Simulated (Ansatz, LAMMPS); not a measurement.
**A faulty run on glassy 68P2O5-32SrO (mol %) (103 atoms)**

Program: Ansatz 0.2.0. The cell: 26 P, 6 Sr and 71 O.

The input, input.yaml:

```yaml
crystal:
  lattice:
    - [11.39152, 0.0, 0.0]
    - [0.0, 11.39152, 0.0]
    - [0.0, 0.0, 11.39152]
  atoms:
    - { symbol: P, position: [0.56763, 0.74253, 0.49309] }
    - { symbol: P, position: [0.7623, 0.17354, 0.83418] }
    - { symbol: P, position: [0.38217, 0.10109, 0.90899] }
    - { symbol: P, position: [0.65025, 0.06062, 0.19543] }
    - { symbol: P, position: [0.40049, 0.0513, 0.28753] }
    - { symbol: P, position: [0.31094, 0.80325, 0.54356] }
    - { symbol: P, position: [0.78813, 0.31865, 0.42065] }
    - { symbol: P, position: [0.9142, 0.31282, 0.65891] }
    - { symbol: P, position: [0.18382, 0.21567, 0.27409] }
    - { symbol: P, position: [0.48172, 0.48424, 0.06971] }
    - { symbol: P, position: [0.25833, 0.56108, 0.64379] }
    - { symbol: P, position: [0.41079, 0.83776, 0.91078] }
    - { symbol: P, position: [0.85318, 0.94788, 0.31386] }
    - { symbol: P, position: [0.99667, 0.08494, 0.12759] }
    - { symbol: P, position: [0.98038, 0.95724, 0.55206] }
    - { symbol: P, position: [0.92011, 0.52474, 0.97138] }
    - { symbol: P, position: [0.66642, 0.52962, 0.87199] }
    - { symbol: P, position: [0.19153, 0.81019, 0.29933] }
    [... 79 atom lines left out ...]
    - { symbol: O, position: [0.40125, 0.39579, 0.01454] }
    - { symbol: O, position: [0.61235, 0.85938, 0.44887] }
    - { symbol: O, position: [0.18448, 0.46911, 0.58084] }
    - { symbol: O, position: [0.65014, 0.65166, 0.81505] }
    - { symbol: O, position: [0.6588, 0.15653, 0.75856] }
    - { symbol: O, position: [0.13567, 0.92813, 0.28028] }
kpoints:
  mp_grid: { grid: [1, 1, 1] }
hamiltonian:
  xc: pbe
scf:
  occupations: { method: fixed }
  eigensolver: { kind: { support_functions: { accuracy: medium, radius: 3.15 } } }
  max_iter: 150
output:
  forces: true
  eigenvalues: true
```

The run is started by

```sh
> ansatz run input.yaml --threads 8 --pin off --max-ram 15872MiB --backend cpu --events-out ev --progress --plain --runs-dir out
```

What it wrote:

```text
Warning: scf.eigensolver.kind.support_functions: disabling space-group detection — the functions' gradient is summed over unrotated k-points, so no spatial operation reduces the k-mesh or symmetrises the density; time reversal is kept, so that k and −k are solved as one point where they differ and the mesh holds both, and exact exchange and, on two spinor components, a DFT+U term hold to it where the run has them: [...]
Warning: basis.ecutwfc = 464 eV, auto-derived: no grid that the accuracy of the support functions lays serves the files at the lower one that their records recommend; a deck with other species or settings can derive another value
settings of this run that can trade accuracy for cost: scf.eigensolver.kind.support_functions [...]
Engine: ansatz 0.2.0, x86_64-unknown-linux-gnu
Pseudopotentials: kind: paw
Pseudopotential: P, paw, valence charge 5, recommended cutoff 420 eV (normal), P.paw.azcp
Pseudopotential: Sr, paw, valence charge 10, recommended cutoff 420 eV (normal), Sr.paw.azcp
Pseudopotential: O, paw, valence charge 6, recommended cutoff 420 eV (normal), O.paw.azcp
[... 5 lines on functional and potentials left out ...]
Error: SCF: the radius of support functions is under 3.53 Å, the least for these sites at the functions' level (scf.eigensolver.kind.support_functions.accuracy). Use scf.eigensolver.kind: auto, or type scf.eigensolver.kind.support_functions.radius at least as long, [...]
```

Elapsed: 2 s, on 8 threads of AMD EPYC 9R45, shared host; peak memory 0.38 GiB.

Q: Name the fault and the fix.

A radius under the least that the level allows: support_functions.radius = 3.15.

The fix is to use a longer radius.

The run ended with an error.

[Logs are printed without paths, hosts, clocks, repeated set-up lines and the standing remarks that a program may print on its own settings, such as how far it seeks lower states.]

[Hosts, paths, dates, database ids (printed as entryN), source tags and the programs' standing remarks are cut or masked in the printed files.]
